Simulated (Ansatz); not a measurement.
# TaInS3 (model cell, started as cubic perovskite with Ta in the octahedra): a soft mode frozen in

Aim: this structure of TaInS3 (model cell, started as cubic perovskite with Ta in the octahedra) is to be tested for unstable modes, and one is followed downhill.

Method: DFT PBE, scalar-relativistic, plane waves, PAW; PAW set soft_1, in Ansatz 0.2.0.

This is a report of a sequence of runs, with most program output left out.

The structure was built from a prototype and need not be the compound's stable phase.

**1. The starting structure**

It takes space group Pm-3m (No. 221, cubic). Conventional cell: a = 4.858 Å, b = 4.858 Å, c = 4.858 Å, α = 90.00°, β = 90.00°, γ = 90.00°. Nearest to In lie 12 S at 3.43 Å. Ta has 6 S at 2.43 Å nearest. Nearest to S lie 2 Ta at 2.43 Å. Farther neighbours and most contacts between anions are not listed.

Coordinates:

```cif
data_structure
_symmetry_space_group_name_H-M 'P 1'
_symmetry_Int_Tables_number 1
_cell_length_a 4.8576
_cell_length_b 4.8576
_cell_length_c 4.8576
_cell_angle_alpha 90.000
_cell_angle_beta 90.000
_cell_angle_gamma 90.000
_cell_volume 114.62
loop_
_atom_site_label
_atom_site_type_symbol
_atom_site_fract_x
_atom_site_fract_y
_atom_site_fract_z
_atom_site_occupancy
In1 In 0.00000 0.00000 0.00000 1
Ta2 Ta 0.50000 0.50000 0.50000 1
S3 S 0.50000 0.50000 0.00000 1
S4 S 0.50000 0.00000 0.50000 1
S5 S 0.00000 0.50000 0.50000 1
```

**2. Response at finite wavevector**

The cell comes from relaxations at this level that are not shown. Stability and thermal properties need the whole zone. Linear response on a 2×2×2 q mesh gives force constants as far as a supercell of that size would.

Contents of input.yaml:

```yaml
crystal:
  lattice:
    - [4.8575955774, 0.0, 0.0]
    - [0.0, 4.8575955774, 0.0]
    - [0.0, 0.0, 4.8575955774]
  atoms:
    - { symbol: In, position: [0.0, 0.0, 0.0] }
    - { symbol: Ta, position: [0.5, 0.5, 0.5] }
    - { symbol: S, position: [0.5, 0.5, 0.0] }
    - { symbol: S, position: [0.5, 0.0, 0.5] }
    - { symbol: S, position: [0.0, 0.5, 0.5] }
kpoints:
  mp_grid: { grid: [8, 8, 8] }
hamiltonian:
  xc: pbe
  pseudopotentials: { kind: paw, azcp: { folder: soft_1 } }
scf:
  occupations: { method: methfessel_paxton, width: 0.2 }
output:
  eigenvalues: true
phonons:
  method: dfpt
  qmesh: [2, 2, 2]
  temperatures: { t_max: 1000, t_step: 50 }
  qpath:
    path:
      - [[0.0, 0.0, 0.0], [0.0, 0.5, 0.0], [0.5, 0.5, 0.0], [0.0, 0.0, 0.0], [0.5, 0.5, 0.5], [0.0, 0.5, 0.0]]
      - [[0.5, 0.5, 0.5], [0.5, 0.5, 0.0]]
    npoints: 10
```

Run with:

```console
ansatz run input.yaml --threads 4 --pin off --max-ram 16384MiB --backend cpu --events-out ev --progress --plain --runs-dir out
```

The job ended after 3.8 min (4 threads of Arm Neoverse V1, shared host; peak memory 1.2 GiB; 15 min of CPU time).

This step gave:

```yaml
volume_per_atom: 22.92 Å³
gap_on_the_k_mesh: 0 eV
sum_rule_residual_before_enforcement: 1.07e-5 eV/Å²
lowest_frequency_on_the_path: -101.4 cm⁻¹
point_group: m-3m
highest_frequency_on_the_path_or_at_a_solved_wavevector: 477.1 cm⁻¹
highest_optical_mode_at_the_zone_centre_no_lo_to_term: 301.7 cm⁻¹
lowest_optical_zone_centre_mode: -42.99 cm⁻¹
lowest_mode_on_the_q_mesh_acoustic_modes_at_gamma_apart: -101.4 cm⁻¹
```

Frequencies (cm⁻¹) solved at each irreducible wavevector; negative means imaginary. Frequencies by wavevector, by row:

```csv
q in reciprocal lattice units,star,mode 1,mode 2,mode 3,mode 4,mode 13,mode 14,mode 15
0 0 0,1,-43,-43,-43,0,301.7,301.7,301.7
0 0 -0.5,3,-19.8,-19.8,19,19,286.5,286.5,417.1
0 -0.5 -0.5,3,-92.3,-26.6,14.6,14.6,201.9,271.6,451
-0.5 -0.5 -0.5,1,-101.4,-101.4,-95.2,-95.2,190.7,190.7,477.1
```

Interpolated from a 2×2×2 q mesh. Phonon branches along the path, in cm⁻¹:

```csv
point,branch 1,branch 2,branch 3,branch 4,branch 12,branch 13,branch 14,branch 15
Γ,-43,-43,-43,0,112,302,302,302
halfway,-23,-23,22,22,130,295,295,360
X,-20,-20,19,19,180,286,286,417
halfway,-23,15,18,20,192,247,280,432
M,-92,-27,15,15,185,202,272,451
halfway,-22,13,22,23,170,275,288,394
Γ,-43,-43,-43,0,112,302,302,302
halfway,4,15,15,30,168,250,250,425
R,-101,-101,-95,-95,191,191,191,477
halfway,-24,10,10,20,190,210,218,452
X,-20,-20,19,19,180,286,286,417
jump to R,-101,-101,-95,-95,191,191,191,477
halfway,-94,-25,-25,20,182,182,196,468
M,-92,-27,15,15,185,202,272,451
```

Symmetry leaves 4 wavevectors to solve. The lowest mode among them, the acoustic zeros apart, lies at q = (-0.5, -0.5, -0.5) and is imaginary, 101.4i cm⁻¹, so the energy falls along it.

**3. The mode frozen in, largest atomic shift 0 Å**

The mode followed lies at q = (-0.5, -0.5, -0.5) with frequency 95.2i cm⁻¹ and is 3-fold degenerate, one of the unstable modes though not the softest. At small amplitude the distorted cell has space group no. 74 by a symmetry search on the positions. The undistorted cell that holds it gives the zero of energy on the same k mesh.

System of this step: TaInS3 (model cell, started as cubic perovskite with Ta in the octahedra). Symmetry: Pm-3m, No. 221, cubic system. The conventional cell has a = 4.858 Å, b = 4.858 Å, c = 4.858 Å, α = 90.00°, β = 90.00°, γ = 90.00°. Nearest to In lie 12 S at 3.43 Å. Nearest to Ta lie 6 S at 2.43 Å. Nearest to S lie 2 Ta at 2.43 Å. Farther neighbours and most contacts between anions are not listed.

input.yaml, the sections that differ from step 2:

```yaml
crystal:
  lattice:
    - [4.8575955774, 4.8575955774, 0.0]
    - [4.8575955774, 0.0, 4.8575955774]
    - [4.8575955774, 0.0, -4.8575955774]
  atoms:
    - { symbol: In, position: [0.0, 0.0, 1.0] }
    - { symbol: In, position: [0.0, 0.5, 0.5] }
    - { symbol: Ta, position: [0.5, 0.25, 0.75] }
    - { symbol: Ta, position: [0.5, 0.75, 0.25] }
    - { symbol: S, position: [0.5, 0.0, 1.0] }
    - { symbol: S, position: [0.5, 0.5, 0.5] }
    - { symbol: S, position: [0.0, 0.0, 0.5] }
    - { symbol: S, position: [0.0, 0.5, 0.0] }
    - { symbol: S, position: [0.5, 0.0, 0.5] }
    - { symbol: S, position: [0.5, 0.5, 0.0] }
output:
  forces: true
  stress: true
  eigenvalues: true
# kpoints, hamiltonian, scf: as in step 2
# phonons: removed
```

Run time: 5.1 s. Hardware: 4 threads; peak memory 0.76 GiB; 20 s of CPU time.

This step gave:

```
pressure                         : -0.05682 GPa
energy from the undistorted cell : 0 meV/atom
```

The run ends at a pressure of -0.06 GPa.

**4. The mode frozen in, largest atomic shift 0.6 Å**

The atoms are moved along the unstable eigenvector, the largest shift by 0.6 Å, with the cell fixed.

input.yaml, the sections that differ from step 3:

```yaml
crystal:
  lattice:
    - [4.8575955774, 4.8575955774, 0.0]
    - [4.8575955774, 0.0, 4.8575955774]
    - [4.8575955774, 0.0, -4.8575955774]
  atoms:
    - { symbol: In, position: [0.0, 0.0, 1.0] }
    - { symbol: In, position: [0.0, 0.5, 0.5] }
    - { symbol: Ta, position: [0.5, 0.25, 0.75] }
    - { symbol: Ta, position: [0.5, 0.75, 0.25] }
    - { symbol: S, position: [0.412659656, 0.087340344, 1.087340344] }
    - { symbol: S, position: [0.587340344, 0.412659656, 0.412659656] }
    - { symbol: S, position: [0.0, -0.043670172, 0.543670172] }
    - { symbol: S, position: [0.0, 0.543670172, -0.043670172] }
    - { symbol: S, position: [0.5, -0.043670172, 0.543670172] }
    - { symbol: S, position: [0.5, 0.543670172, -0.043670172] }
# kpoints, hamiltonian, scf, output: as in step 3
```

The job ended after 17 s (4 threads; peak memory 1.1 GiB).

Numbers from this step:

| Quantity | Value |
| --- | --- |
| pressure | -3.479 GPa |
| energy from the undistorted cell | -39.47 meV/atom |

The energy, extrapolated to zero smearing, is -39.47 meV/atom against the undistorted cell.

The run ends at a pressure of -3.48 GPa, with forces up to 0.29 eV/Å.

**5. Energy along the mode, all amplitudes (two of the runs are shown above)**

An imaginary frequency means negative curvature, so the energy should fall and then rise again as anharmonic terms take over.

Numbers from this step:

| Quantity | Value |
| --- | --- |
| depth at the lowest point sampled | 39.47 meV/atom |
| largest atomic shift at that point | 0.6 Å |

Energy from the parent against largest atomic shift:

```csv
largest atomic shift (Å),energy from the parent (meV/atom)
0.000,0
0.040,-0.352
0.080,-1.41
0.140,-4.29
0.220,-10.3
0.320,-20.0
0.450,-32.4
0.600,-39.5
```

Displacement at unit largest shift by atom:

```csv
atom,x (Å),y (Å),z (Å),size
In1,0.000,0.000,0.000,0.000
In2,0.000,0.000,0.000,0.000
Ta3,0.000,0.000,0.000,0.000
Ta4,0.000,0.000,0.000,0.000
S5,0.707,-0.707,0.000,1.000
S6,-0.707,0.707,0.000,1.000
S7,0.000,0.000,-0.707,0.707
S8,0.000,0.000,0.707,0.707
S9,0.000,0.000,-0.707,0.707
S10,0.000,0.000,0.707,0.707
```

The lowest of the steps tried is the last one, at 0.6 Å, 39.5 meV/atom below the parent; the bottom of the well need not coincide with a step.

**6. Relaxation from the frozen mode**

Starting from the lowest point found, all atoms and the cell are let go, so that strain and other modes of the same symmetry can join in.

Edit input.yaml of step 4 so:

```diff
@@ -27 +27,10 @@
   eigenvalues: true
+  write_density: true
+  write_potential: true
+  elf: true
+  volumetric_format: npy
+relax:
+  adjacent_minimum: "off"
+  f_tol: 0.002
+  max_steps: 120
+  cell: { stress_tol: 0.03 }
```

It took 2.3 min on 4 threads; peak memory 1.2 GiB.

Relaxation path:

```csv
step,energy less that of the first step (eV),largest force component (eV/Å),pressure (GPa),volume (Å³)
1,0.0000,0.2027,-3.48,229.24
2,-0.1891,0.2584,1.34,214.61
3,-0.2896,0.1516,0.62,214.26
4,-0.2898,0.1562,-0.26,213.42
5,-0.3141,0.0093,0.01,213.85
6,-0.3142,0.0014,-0.01,213.87
7*,-0.3123,0.0014,-0.01,213.87
```

Relaxation steps marked * repeat the geometry before them on a plane-wave basis chosen anew for their cell, so energy and pressure can jump there.

The run keeps the 8 symmetry operations that it works with, so distortions that break them were not tested.

```csv
"conventional cell, symmetrised",before,after,change
a (Å),6.870,6.764,-1.5 %
b (Å),9.715,9.347,-3.8 %
c (Å),6.870,6.765,-1.5 %
volume (Å³/atom),22.92,21.39,-6.7 %
```

The atoms that moved most (Å, as changes of fractional coordinates times the final cell):

```csv
atom,dx,dy,dz,length
In2,0.132,-0.132,0.000,0.186
In1,-0.132,0.132,0.000,0.186
S6,-0.111,0.111,0.000,0.157
S5,0.111,-0.111,0.000,0.157
S10,0.000,0.000,0.152,0.152
S8,0.000,0.000,0.152,0.152
S9,0.000,0.000,-0.152,0.152
S7,0.000,0.000,-0.152,0.152
```

Final coordinates:

```cif
data_structure
_symmetry_space_group_name_H-M 'P 1'
_symmetry_Int_Tables_number 1
_cell_length_a 6.7642
_cell_length_b 6.6876
_cell_length_c 6.6876
_cell_angle_alpha 88.670
_cell_angle_beta 59.620
_cell_angle_gamma 59.620
_cell_volume 213.87
loop_
_atom_site_label
_atom_site_type_symbol
_atom_site_fract_x
_atom_site_fract_y
_atom_site_fract_z
_atom_site_occupancy
In1 In 0.02756 0.97244 0.97244 1
In2 In 0.97244 0.52756 0.52756 1
Ta3 Ta 0.50000 0.25000 0.75000 1
Ta4 Ta 0.50000 0.75000 0.25000 1
S5 S 0.38946 0.11054 0.11054 1
S6 S 0.61054 0.38946 0.38946 1
S7 S 0.00000 0.94008 0.55992 1
S8 S 0.00000 0.55992 0.94008 1
S9 S 0.50000 0.94008 0.55992 1
S10 S 0.50000 0.55992 0.94008 1
```

This step gave:

| Quantity | Value |
| --- | --- |
| pressure | -0.01437 GPa |
| volume per atom | 21.39 Å³ |

Valence density in the bc plane of the conventional cell at fractional x = 0.000, with atoms of In and Ta and S within 0.2 Å of it. It is the smooth field of the valence electrons, not physical close to the nuclei.

Values in units of 1e0 e/Å³, 10 rows by 16 columns, each cell a mean:
```
0.0 0.1 0.4 2.4 3.1 0.7 0.1 0.0 0.0 0.1 0.7 5.3 6.8 1.5 0.1 0.0
0.0 0.0 0.1 0.3 0.3 0.1 0.1 0.0 0.1 0.1 0.2 0.7 0.9 0.3 0.1 0.1
0.1 0.1 0.2 0.6 0.7 0.3 0.1 0.1 0.2 0.1 0.1 0.1 0.1 0.1 0.1 0.2
1.0 0.4 0.7 0.9 0.7 0.8 0.3 0.8 1.0 0.3 0.1 0.1 0.1 0.1 0.2 0.8
4.1 1.6 0.6 1.0 0.9 0.8 0.9 3.8 4.1 1.6 0.3 0.5 0.5 0.3 0.8 3.8
3.7 1.2 0.2 0.3 0.3 0.2 0.7 3.2 3.7 1.3 0.7 1.0 0.8 0.9 0.8 3.2
0.5 0.2 0.1 0.1 0.1 0.1 0.2 0.4 0.5 0.2 0.6 0.9 0.9 0.7 0.3 0.4
0.1 0.1 0.1 0.1 0.1 0.1 0.1 0.1 0.1 0.1 0.2 0.4 0.5 0.2 0.1 0.1
0.1 0.1 0.3 1.5 1.9 0.5 0.1 0.1 0.0 0.0 0.1 0.3 0.4 0.2 0.1 0.0
0.0 0.1 0.8 6.0 7.7 1.7 0.1 0.0 0.0 0.1 0.5 3.7 4.8 1.1 0.1 0.0
```
Columns run along b (9.3 Å), rows up along c (6.8 Å), edges of the conventional cell, whose origin can differ from the input's. Atoms in or near the plane, at fractional coordinates: In at (0.75, 0.97), In at (0.25, 0.03), Ta at (0.00, 0.50), Ta at (0.50, 0.50), S at (0.25, 0.61), S at (0.75, 0.39).

Electrostatic potential energy in the bc plane of the conventional cell at fractional x = 0.000, with atoms of In and Ta and S within 0.2 Å of it. With pseudopotentials it is smooth inside the atoms' cores, unlike the true potential.

Ten even steps from '0' (-44 eV) to '9' (13 eV), each cell a mean:
```
99986322479999998422236999
99998655789999998632247999
99999888999999999865578999
99999999999999999988899999
99999867899999999999999999
88997322589888899999999988
46786232378754679999999875
02586222477300258999999730
00478534786100047886788610
00489988986200047732258620
13689999997521368523237752
67899999999876788622248887
99999999999999999853479999
99999999999999999988899999
99999877899999999999999999
99997434689999999987789999
99985222379999999743468999
99984222369999998522237999
```
Columns run along b (9.3 Å; values clipped at the 3rd and 97th percentile), rows up along c (6.8 Å), edges of the conventional cell, whose origin can differ from the input's. Atoms in or near the plane, at fractional coordinates: In at (0.75, 0.97), In at (0.25, 0.03), Ta at (0.00, 0.50), Ta at (0.50, 0.50), S at (0.25, 0.61), S at (0.75, 0.39).

ELF in the bc plane of the conventional cell at fractional x = 0.000, with atoms of In and Ta and S within 0.2 Å of it. It is the smooth field of the valence electrons, not physical close to the nuclei.

Ten even steps from '_' (0.01) to '@' (0.84), each cell a mean:
```
____..::--::__..----::________..::::______::--::____
______::::--::----::..________..::::::__..::::..____
______..::::--::::..__________....::------::....____
..____..--++****==::____..............::::..........
......--##@@@@@@%%++::....::::....__________......::
....::**@@%%**##@@%%--............__________........
++--::**@@++__::%%%%--::++++--........::::......::==
%%##==++@@##::==@@%%--**%%%%%%==::==******++::::**%%
::##**==%%@@%%%%@@**==%%++::##**--##@@@@@@%%++==%%++
++%%++::**%%%%%%##==--%%**++%%++==@@%%++##@@##--##**
%%**::..::======--::..==##%%**--**@@++__::%%%%--==##
--::......______........::--::::**@@**::==%%%%==..::
..::....__________......::....::++%%@@@@@@@@##--....
................................::++%%@@%%##==..__..
..........::--::::........______..::--====--..______
____....::::::::::::..__________..::::::::::::______
____..::::..____::::..________..::--::::::----::____
____..::--______::--::..______..----..____::--::____
```
Columns run along b (9.3 Å), rows up along c (6.8 Å), edges of the conventional cell, whose origin can differ from the input's. Atoms in or near the plane, at fractional coordinates: In at (0.75, 0.97), In at (0.25, 0.03), Ta at (0.00, 0.50), Ta at (0.50, 0.50), S at (0.25, 0.61), S at (0.75, 0.39).

The distorted start has space group Imma; the relaxation ends in Imma.

**7. The new phase in its own primitive cell**

The relaxed structure is symmetrised, reduced to its primitive cell and relaxed tightly, as its phonons need.

Contents of input.yaml:

```yaml
crystal:
  lattice:
    - [-3.3821089627, 4.6736508905, 3.3826201383]
    - [3.3821089627, -4.6736508905, 3.3826201383]
    - [3.3821089627, 4.6736508905, -3.3826201383]
  atoms:
    - { symbol: In, position: [0.7224389644, 0.9724389644, 0.75] }
    - { symbol: In, position: [0.2775610356, 0.0275610356, 0.25] }
    - { symbol: Ta, position: [0.5, 0.5, 0.0] }
    - { symbol: Ta, position: [0.0, 0.5, 0.5] }
    - { symbol: S, position: [0.860535599, 0.610535599, 0.25] }
    - { symbol: S, position: [0.139464401, 0.389464401, 0.75] }
    - { symbol: S, position: [0.3099231022, 0.0, 0.8099231022] }
    - { symbol: S, position: [0.6900768978, 0.0, 0.1900768978] }
    - { symbol: S, position: [0.3099231022, 0.5, 0.3099231022] }
    - { symbol: S, position: [0.6900768978, 0.5, 0.6900768978] }
kpoints:
  mp_grid: { grid: [8, 8, 8] }
hamiltonian:
  xc: pbe
  pseudopotentials: { kind: paw, azcp: { folder: soft_1 } }
scf:
  occupations: { method: methfessel_paxton, width: 0.2 }
output:
  forces: true
  stress: true
  eigenvalues: true
relax:
  adjacent_minimum: "off"
  f_tol: 0.001
  max_steps: 60
  cell: { stress_tol: 0.01 }
```

Run time: 66 s. Hardware: 4 threads; peak memory 1.1 GiB; 4.3 min of CPU time.

(Continued in part 2 of 2.)

[Logs are printed without paths, hosts, clocks, repeated set-up lines and the standing remarks that a program may print on its own settings, such as how far it seeks lower states.]

[Hosts, paths, dates, database ids (printed as entryN), source tags and the programs' standing remarks are cut or masked in the printed files.]
